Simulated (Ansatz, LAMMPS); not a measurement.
# Elastic response of glassy 58SiO2-12Al2O3-15Na2O-15K2O (mol %) (84 atoms): runs compared

Aim: relax glassy 58SiO2-12Al2O3-15Na2O-15K2O (mol %) (84 atoms), then change its volume to read the bulk modulus from the stress.

Computed with Ansatz 0.2.0: Kohn-Sham DFT, r2SCAN, PAW (set soft_2), plane waves.

### 1. The cell as built

The cell holds 84 atoms: 15 Si, 6 Al, 8 Na, 8 K and 47 O. Cell: a = 10.593 Å, b = 10.593 Å, c = 10.593 Å, α = 90.0°, β = 90.0°, γ = 90.0°. 84 atoms (15 Si, 6 Al, 8 Na, 8 K, 47 O) placed at random at 2.53 g/cm³, melted at 4000 K for 10 ps at fixed volume with the Morse and Coulomb pair potential with partial charges (Pedone, Malavasi, Menziani, Cormack and Segre, J. Phys. Chem. B 110, 11780 (2006)). Quenched from 4000 K to 300 K at 30 K/ps and fixed volume, held 10 ps at zero pressure.

What the set-up can't give: The quench rate of 30 K/ps far exceeds what a furnace or splat quench reaches, so expect more defects and frozen-in strain than in a real sample. The network of bonds at the start is that of the classical potential that made the cell, and needn't be the one that DFT or experiment would give. Sampling is at Γ alone.

### 2. The reference run

The reference is a single point at the end of the relaxation.

Every strained cell starts from the geometry of this run, and its atoms are relaxed with the cell held.

Its input, with most atom lines left out:

```yaml
crystal:
  lattice:
    - [10.952, -0.1257, 0.16963]
    - [-0.1257, 10.50198, -0.16112]
    - [0.16963, -0.16112, 10.13869]
  atoms:
    - { symbol: Si, position: [0.55648, 0.75383, 0.8729] }
    - { symbol: Si, position: [0.58095, 0.03402, 0.81478] }
    - { symbol: Si, position: [0.29994, 0.37753, 0.57649] }
    - { symbol: Si, position: [0.35851, 0.89072, 0.49325] }
    - { symbol: Si, position: [0.10346, 0.89736, 0.91396] }
    - { symbol: Si, position: [0.69485, 0.18223, 0.32146] }
    - { symbol: Si, position: [0.41552, 0.16353, 0.39256] }
    [... atom lines 8 to 84 left out ...]
kpoints:
  mp_grid: { grid: [1, 1, 1] }
hamiltonian:
  xc: r2scan
scf:
  occupations: { method: fixed }
output:
  forces: true
  stress: true
  populations: true
  dos:
    method: { smearing: { sigma: 0.15 } }
    de: 0.1
    projected: { site_lists: { Al: [Al], K: [K], Na: [Na], O: [O], Si: [Si] } }
  eigenvalues: true
  write_density: true
  write_potential: true
  volumetric_format: npy
  elf: true
```

| Property | Result |
| --- | --- |
| free energy per atom | -760.8208 eV/atom |
| r.m.s. force component | 0.00906 eV/Å |
| pressure | 0.02538 GPa |

Filled and empty levels are parted by 4.04 eV (at Γ alone); a semilocal functional tends to put such gaps too low. In a disordered cell it changes from sample to sample, and tail or defect levels can set it.

### 3. The runs

Each row is one run, on 4 threads of Arm Neoverse V2, shared host. The free energy is the program's total, comparable only between runs with the same functional, potentials and atoms.

```
                                 run  atoms                outcome  ionic steps, all passes  free energy (eV)     time  host memory (GiB)
           Single point at the start     84              converged                        -        -63901.548     28 s                3.0
              Cell and atoms relaxed     84              converged                       30        -63908.948   12 min                3.0
Single point at the relaxed geometry     84              converged                        -        -63908.948     36 s                3.0
                         Volume -3 %     84              converged                       11        -63908.798  5.3 min                3.0
                         Volume +3 %     84              converged                        7        -63908.799  3.8 min                3.1
                         Volume -6 %     84              converged                       13        -63908.278  5.9 min                2.9
                         Volume +6 %     84  cut at the time limit                       17        -63908.495  8.5 min                3.4
                        Volume -10 %     84  cut at the time limit                       14        -63906.924  5.4 min                2.7
            Stretched by 1 % along x     84  cut at the time limit                        4                 -  2.1 min                3.0
```

In some runs the program notes that the SCF threshold is loose for the stress.

### 4. Pressure against volume

Atoms are relaxed at each volume, in the scaled cell.

```csv
volume change (%),volume (Å³/atom),energy change (meV/atom),pressure (GPa),largest move on relaxing (Å),bonds,gap (eV)
-6,13.041,7.97,3.29,0.41,170,4.43
-3,13.457,1.78,1.50,0.16,166,4.32
+0,13.874,0.00,0.03,-,163,4.04
+3,14.290,1.78,-1.39,0.18,159,3.82
```

### 5. Findings

The bulk modulus, from the slope of pressure against ln V over the three points nearest the relaxed volume, is 48.2 GPa; a quadratic over all points gives a pressure derivative of about 3.2. The count of bonds runs from 159 to 170 over the series, so at some points contacts cross the cutoffs. The gap goes from 4.43 eV at the smallest volume to 3.82 eV at the largest, -7.0 eV per unit of ln V by a straight line, on the run's k-points.

**Limits.** Strains are finite and relaxations stop at the force tolerance of the input, which can leave moduli too stiff; they are those of a static cell at zero temperature. Volumes are changed with the cell's shape held, so in an anisotropic solid the modulus lies over the one under free hydrostatic load. The program notes that the SCF threshold of the relaxations is loose for the stress.

The DFT runs together took 44 min of wall time.

[Logs are printed without paths, hosts, clocks, repeated set-up lines and the standing remarks that a program may print on its own settings, such as how far it seeks lower states.]

[Hosts, paths, dates, database ids (printed as entryN), source tags and the programs' standing remarks are cut or masked in the printed files.]
